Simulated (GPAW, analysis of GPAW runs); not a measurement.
# Reproducing a measured hyperfine coupling: N2V- centre in diamond (GPAW), part 2 of 2

How near does this set-up come to the measured hyperfine coupling? Subject: N2V- centre in diamond. Set-up: PBE, plane waves 500 eV, 32-site cell, PBE lattice, k: the zone centre alone. The model is a cell of 32 host atoms with 1 site emptied, N put on another atom's site and N put on another atom's site. The isotropic coupling follows from the spin density at the nucleus, the nuclear g-factor and the total spin.

GPAW 26.7.0; PBE, plane waves 500 eV, 32-site cell, PBE lattice, k: the zone centre alone.

So far: The structure; Relaxation, charge −1.

### Step 3. Hyperfine parameters

The relaxed structure is kept, and the final numbers are taken at the final level and k-points.

This step: GPAW plane-wave PAW DFT, PBE; single point of a defect supercell.

The input, run.py:

```python
import numpy as np
from ase.io import read, write
from ase.parallel import parprint, world
from gpaw import GPAW, PW
from gpaw.hyperfine import hyperfine_parameters
from gpaw.mpi import serial_comm
from ase import units

atoms = read('POSCAR')
magmoms = np.zeros(len(atoms))
magmoms[[21, 24, 30, 25]] = 1 / 4
atoms.set_initial_magnetic_moments(magmoms)
calc = GPAW(mode=PW(500),
            xc='PBE',
            kpts={'size': (1, 1, 1), 'gamma': True},
            charge=-1,
            occupations={'name': 'fermi-dirac', 'width': 0.01, 'fixmagmom': True},
            nbands=72,
            convergence={'density': 1e-05, 'bands': 69},
            maxiter=150,
            symmetry='off',
            txt='gpaw.txt')
atoms.calc = calc
energy = atoms.get_potential_energy()
forces = atoms.get_forces()
parprint(f'Energy: {energy:.6f} eV, largest force {np.linalg.norm(forces, axis=1).max():.4f} eV/A')
calc.write('gs.gpw')
write('final.xyz', atoms)
parprint('Moments:', atoms.get_magnetic_moments().round(3))
for s in range(calc.get_number_of_spins()):
    parprint('Levels (eV), spin', s, calc.get_eigenvalues(kpt=0, spin=s)[-16:].round(3))
mhz = units._e / units._hplanck * 1e-6 / max(abs(atoms.get_magnetic_moment()), 1e-9)
world.barrier()
if world.rank == 0:
    serial = GPAW('gs.gpw', communicator=serial_comm, txt=None)
    A = hyperfine_parameters(serial)  # eV, to be multiplied by the nuclear g-factor
    parprint('Coupling n 15N (MHz):', round(np.mean([np.trace(A[i]) / 3 for i in [21]]) * -0.56637768 * mhz, 3))
    parprint('Coupling c 13C (MHz):', round(np.mean([np.trace(A[i]) / 3 for i in [25, 30]]) * 1.4048236 * mhz, 3))
```

The input, POSCAR:

```
C  N  C  N  C 
 1.0000000000000000
    -3.5719578546049062    3.5719578546049053    3.5719578546049036
     3.5719578546049044   -3.5719578546049062    3.5719578546049036
     3.5719578546049058    3.5719578546049058   -3.5719578546049036
 C   N   C   N   C  
  21   1   2   1   6
Direct
 -0.0000699000408637 -0.0002925496443508  0.5000227319864490
  0.0009733149554153  0.2568122084132107  0.2576840328094548
[... 1 atom line left out ...]
 -0.0013291492210295  0.7534926613230440  0.7529177203288908
[... 1 atom line left out ...]
  0.2580784537565508  0.2579140271244609  0.0092502533190317
[... 1 atom line left out ...]
  0.2449549590491406  0.7423875876870654  0.4999890613764096
[... 2 atom lines left out ...]
  0.5007839531740103  0.7455714564399788  0.2471304760390687
  0.7537011842200986 -0.0015373697628936  0.7528958555692324
  0.7426210044948602  0.2447388338787372  0.4999954038364615
  0.7457175079952422  0.5005974518133794  0.2471300463027553
  0.7488418379717598  0.7486480170958760 -0.0091988627350794
[... 6 atom lines left out ...]
  0.2279653157022113  0.4993286882432387  0.5000063110200247
[... 2 atom lines left out ...]
  0.4995627307583042  0.2277130814831433  0.4999795105918290
  0.5049921761183604  0.5048475439527446  0.2339243445783665
[... 4 atom lines left out ...]
  0.7712004654390583  0.7709986923416875  0.7662124544587404
```

Launch:

```
$ OMP_NUM_THREADS=1 mpirun -n 4 gpaw python run.py > stdout
```

What it wrote:

```text
__  _  _
 | _ |_)|_||  |
 |__||  | ||/\| - 26.7.0

Input parameters:
  mode=PW(ecut=500.0),
  charge=-1,
  convergence={'density': 1e-05, 'bands': 69},
  kpts=MonkhorstPack(size=(1, 1, 1), gamma=True),
  maxiter=150,
  nbands=72,
  occupations=Occupations(name='fermi-dirac', width=0.01, fixmagmom=True),
  symmetry=Symmetry(point_group=False, time_reversal=False),
  xc=XC(name='PBE')

Diagonalizing LCAO Hamiltonian
Converting LCAO to pw mode

            C
           C  C
            C CC C   C
             C C
         C      N C
           C C   C CNC
              C C    CCC
               C C      C C
                  C

Atoms  # Å, Bohr magnetons
|    | symbol |         x |         y |         z |    initial magnetic moments |
|----|--------|-----------|-----------|-----------|-----------------------------|
|  0 |      C |  1.785265 |  1.786855 | -1.787355 | ( 0.0000,  0.0000,  0.0000) |
|  1 |      C |  1.834282 |  0.006591 |  0.000363 | ( 0.0000,  0.0000,  0.0000) |
|  2 |      C |  1.785346 | -1.785428 |  1.790688 | ( 0.0000,  0.0000,  0.0000) |
|  3 |      C |  5.385582 | -0.006801 | -0.002694 | ( 0.0000,  0.0000,  0.0000) |
|  4 |      C |  0.005071 |  1.835739 |  0.000440 | ( 0.0000,  0.0000,  0.0000) |
|  5 |      C |  0.032454 |  0.033629 |  1.810062 | ( 0.0000,  0.0000,  0.0000) |
|  6 |      C |  3.565332 |  1.737817 |  0.000356 | ( 0.0000,  0.0000,  0.0000) |
|  7 |      C |  3.562748 |  0.009131 |  1.740806 | ( 0.0000,  0.0000,  0.0000) |
|  8 |      C | -1.786770 |  1.786642 |  1.790884 | ( 0.0000,  0.0000,  0.0000) |
|  9 |      C |  1.736171 |  3.566735 |  0.000465 | ( 0.0000,  0.0000,  0.0000) |
[...]
| 21 |      N |  2.755300 |  0.816703 |  0.811862 | ( 0.0000,  0.0000,  0.2500) |
[...]
| 24 |      N |  0.814870 |  2.756941 |  0.811893 | ( 0.0000,  0.0000,  0.2500) |
[...]
| 26 |      C |  0.878767 | -0.921745 |  4.486365 | ( 0.0000,  0.0000,  0.0000) |
| 27 |      C | -0.906199 |  4.478139 |  0.890501 | ( 0.0000,  0.0000,  0.0000) |
| 28 |      C | -0.873230 |  2.660734 |  2.658474 | ( 0.0000,  0.0000,  0.0000) |
| 29 |      C | -0.923093 |  0.880007 |  4.486276 | ( 0.0000,  0.0000,  0.0000) |
| 30 |      C |  2.736158 |  2.737599 |  2.771792 | ( 0.0000,  0.0000,  0.2500) |

Unit cell  # Å
| periodic |         x |         y |         z |  lengths |     angles |
|----------|-----------|-----------|-----------|----------|------------|
|      yes | -3.571958 |  3.571958 |  3.571958 | 6.186812 | 109.471221 |
|      yes |  3.571958 | -3.571958 |  3.571958 | 6.186812 | 109.471221 |
|      yes |  3.571958 |  3.571958 | -3.571958 | 6.186812 | 109.471221 |

Number of symmetries: 1
Symmetry operations  # r_c * U_cc + t_c -> r_c
|   | kind |            matrix            |
|---|------|------------------------------|
| 0 |  E   |  1, 0, 0,  0, 1, 0,  0, 0, 1 |

BZ-sampling:
  Number of BZ points: 1
  Number of IBZ points: 1

  Monkhorst-Pack size: [1, 1, 1]
  Monkhorst-Pack shift: [0, 0, 0]

K-points  # in reciprocal-cell coordinates
|   |                                coordinates |     weight |
|---|--------------------------------------------|------------|
| 0 | (  0.00000000,   0.00000000,   0.00000000) | 1.00000000 |

Plane wave coefficients: 2293
Cutoff: 500.0 eV

Spin-components: 2 (collinear spins)
Bands:           72
Projectors:      155
Spin-degeneracy: 1
Datatype:        float64

Density:
  Valence electrons: 126.0
  Components: 2
  Grid points: [32 32 32]
  Charge: -1.0  # |e|

Potential:
  Grid points: [32 32 32]

species:
  C:
    name:    Carbon
    Z:       6.0
    valence: 4
    core:    2
    charge:  0.0  # [|e|]
    compensation charges:
      type: gauss
      rc: 0.20  # [Å]
      lmax: 2
    cutoffs:
      filter: 1.14  # [Å]
      core: 1.14  # [Å]
    projectors
    | kind |    occ | energy [eV] | rcut [Å] |
    |------|--------|-------------|----------|
    |   2s |  2.000 |     -13.751 |    0.635 |
    |   2p |  2.000 |      -5.284 |    0.635 |
    |    s |        |      13.461 |    0.635 |
    |    p |        |      21.927 |    0.635 |
    |    d |        |       0.000 |    0.635 |

    Using partial waves for C as LCAO basis

  N:
    name:    Nitrogen
    Z:       7.0
    valence: 5
    core:    2
    charge:  0.0  # [|e|]
    compensation charges:
      type: gauss
      rc: 0.18  # [Å]
      lmax: 2
    cutoffs:
      filter: 1.11  # [Å]
      core: 0.96  # [Å]
    projectors
    | kind |    occ | energy [eV] | rcut [Å] |
    |------|--------|-------------|----------|
    |   2s |  2.000 |     -18.583 |    0.603 |
    |   2p |  3.000 |      -7.089 |    0.529 |
    |    s |        |       8.629 |    0.603 |
    |    p |        |      20.123 |    0.529 |
    |    d |        |       0.000 |    0.577 |

    Using partial waves for N as LCAO basis

Reference energy: -32764.658357  # eV

eigensolver:
  PPCG
  Converge bands: 69
  niter=2

density mixing:
  MSR1-Mixer
  Pratt-step length: 0.05
  Maximum mixing coefficient: 0.75
  Old densities: 10
  SVD Regularization: 0.005
  Good broyden scale: 1.0
  Trust region scale: 1.0
  Backstep threshold: 4.0
  History deletion threshold: 6.0
  Fourier metric: weight=20.0, sigma=0.015

occupation numbers:
  Fixed magnetic moment: 1.000
  Fermi-Dirac:
    width: 0.0100  # eV

poisson solver:
  ecut: 4000.0  # eV
  uniform background charge: -1.0  # electrons

xc functional:
  name: PBE with 2 nearest neighbor stencil

Initialization done in: 4.706 s

convergence criteria:
- Maximum integral of absolute [dens]ity change: 1e-05 electrons / valence electron
- Maximum [total energy] change in last 3 cyles: 0.0005 eV / valence electron
- Maximum integral of absolute [eigenst]ate change: 4e-08 eV^2 / valence electron
maximum number of iterations: 150

SCF iterations
|iter     | |      energy | eigst |  dens |  magmom |
|---------|-|-------------|-------|-------|---------|
|iter:   1| | -264.128030 | +0.46 |       |  +0.9992|
|iter:   2| | -262.958639 | -1.34 | -0.77 |  +0.9992|
|iter:   3| | -256.336194 | -1.03 | -0.80 |  +0.9998|
|iter:   4| | -256.108898 | -1.26 | -1.40 |  +1.0000|
|iter:   5| | -256.004004 | -2.03 | -1.96 |  +1.0000|
|iter:   6| | -256.009665 | -3.05 | -2.29 |  +1.0000|
|iter:   7| | -256.009876c| -3.62 | -2.77 |  +1.0000|
|iter:   8| | -256.010022c| -4.04 | -3.15 |  +1.0000|
|iter:   9| | -256.010036c| -4.38 | -3.60 |  +1.0000|
|iter:  10| | -256.010043c| -4.57 | -3.79 |  +1.0000|
|iter:  11| | -256.010046c| -4.84 | -4.05 |  +1.0000|
|iter:  12| | -256.010047c| -5.11 | -4.36 |  +1.0000|
|iter:  13| | -256.010047c| -5.24 | -4.84 |  +1.0000|
|iter:  14| | -256.010047c| -5.49 | -5.23c|  +1.0000|
|iter:  15| | -256.010047c| -5.62 | -5.57c|  +1.0000|
|iter:  16| | -256.010047c| -5.76 | -5.89c|  +1.0000|
|iter:  17| | -256.010047c| -5.95 | -6.23c|  +1.0000|
|iter:  18| | -256.010047c| -6.14 | -6.53c|  +1.0000|
|iter:  19| | -256.010047c| -6.24 | -6.92c|  +1.0000|
|iter:  20| | -256.010047c| -6.45 | -7.23c|  +1.0000|
|iter:  21| | -256.010047c| -6.62 | -7.57c|  +1.0000|
|iter:  22| | -256.010047c| -6.81 | -7.79c|  +1.0000|
|iter:  23| | -256.010047c| -6.95 | -8.18c|  +1.0000|
|iter:  24| | -256.010047c| -7.19 | -8.46c|  +1.0000|
|iter:  25| | -256.010047c| -7.33 | -8.63c|  +1.0000|
|iter:  26| | -256.010047c| -7.60c| -9.01c|  +1.0000|

Converged in 26 steps
SCF loop duration: 13.122 s (0.505 s/step)
Energy contributions relative to reference atoms: (reference = -32764.658357)

Energy contributions:
  Kinetic:         279.166739
  Coulomb:        -229.774408
  Zero:              0.201099
  External:          0.000000
  Xc:             -305.603477
  Entropy:          -0.000000
  Spinorbit:         0.000000
  ----------------------------
  Free energy:    -256.010047
  Extrapolated:   -256.010047

dipole moment: (12.239273, 12.429223, -15.848356)  # |e|*Ang

Total magnetic moment: (0.000000, 0.000000, 1.000000)

Local magnetic moments
|        x |        y |         z |
|----------|----------|-----------|
| 0.000000 | 0.000000 |  0.000813 |  # C    0
| 0.000000 | 0.000000 | -0.000789 |  # C    1
| 0.000000 | 0.000000 |  0.000130 |  # C    2
| 0.000000 | 0.000000 | -0.006134 |  # C    3
| 0.000000 | 0.000000 | -0.000786 |  # C    4
| 0.000000 | 0.000000 | -0.002939 |  # C    5
| 0.000000 | 0.000000 | -0.000791 |  # C    6
| 0.000000 | 0.000000 | -0.001450 |  # C    7
| 0.000000 | 0.000000 |  0.000133 |  # C    8
| 0.000000 | 0.000000 | -0.000793 |  # C    9
[...]
Fermi levels: 14.745, 14.065
Eigenvalues  # (at kpt = [0.000, 0.000, 0.000])
| band index |      eig [eV] | occ [0-1] |      eig [eV] | occ [0-1] |
|------------|---------------|-----------|---------------|-----------|
|          0 |       -10.428 |     1.000 |       -10.405 |     1.000 |
|        ... |               |           |               |           |
|         56 |         8.551 |     1.000 |         8.603 |     1.000 |
|         57 |         8.758 |     1.000 |         8.907 |     1.000 |
|         58 |         9.855 |     1.000 |         9.867 |     1.000 |
|         59 |        10.311 |     1.000 |        10.434 |     1.000 |
|         60 |        10.329 |     1.000 |        10.496 |     1.000 |
|         61 |        12.058 |     1.000 |        12.076 |     1.000 |
|         62 |        12.856 |     1.000 |        13.325 |     1.000 |
|         63 |        13.775 |     1.000 |        14.610 |     0.000 |
|         64 |        15.629 |     0.000 |        15.650 |     0.000 |
|         65 |        15.856 |     0.000 |        15.871 |     0.000 |
|         66 |        16.170 |     0.000 |        16.232 |     0.000 |
|         67 |        16.258 |     0.000 |        16.273 |     0.000 |
|         68 |        16.319 |     0.000 |        16.342 |     0.000 |
|         69 |        16.848 |     0.000 |        16.989 |     0.000 |
|         70 |        17.306 |     0.000 |        17.390 |     0.000 |
|         71 |        17.423 |     0.000 |        17.444 |     0.000 |

Gap: 1.019 eV
Transition (v -> c):
  (s=1, k=0, n=63, [0.00, 0.00, 0.00]) -> (s=0, k=0, n=64, [0.00, 0.00, 0.00])
No difference between direct/indirect transitions

Forces  # eV/Ang
|        x |        y |        z |
|----------|----------|----------|
[...]
|  0.00034 | -0.00208 |  0.00138 |  # C   26
|  0.00510 | -0.00299 | -0.00054 |  # C   27
|  0.00386 | -0.00127 | -0.00171 |  # C   28
| -0.00213 |  0.00347 |  0.00103 |  # C   29
| -0.00575 | -0.00518 |  0.00233 |  # C   30

# Writing to gs.gpw (mode='')
```

It took 20 s on 4 MPI ranks of Intel Xeon Platinum 8488C (Sapphire Rapids), shared host; peak memory 1 GiB; 80 s of CPU time.

The run converged, but on settings that a careful run would not use, so its numbers are not the defect's.

### Step 4. Outcome

This set-up is not sound: the zone centre alone in a small cell. For the record: 15N, isotropic: computed -0.5 MHz, measured 4.02 MHz; 4.5 MHz (111 %) away from, with the other sign than, the measurement. 13C, the two neighbours of the vacancy, isotropic: computed 105.3 MHz, measured 240.7 MHz; 135.4 MHz (56 %) below the measurement.

[Logs are printed without paths, hosts, clocks, repeated set-up lines and the standing remarks that a program may print on its own settings, such as how far it seeks lower states.]

[Hosts, paths, dates, database ids (printed as entryN), source tags and the programs' standing remarks are cut or masked in the printed files.]

[For some hosts the program warned that the k-mesh of the response run may be too coarse for force constants and the static dielectric constant; such warnings are not shown here.]
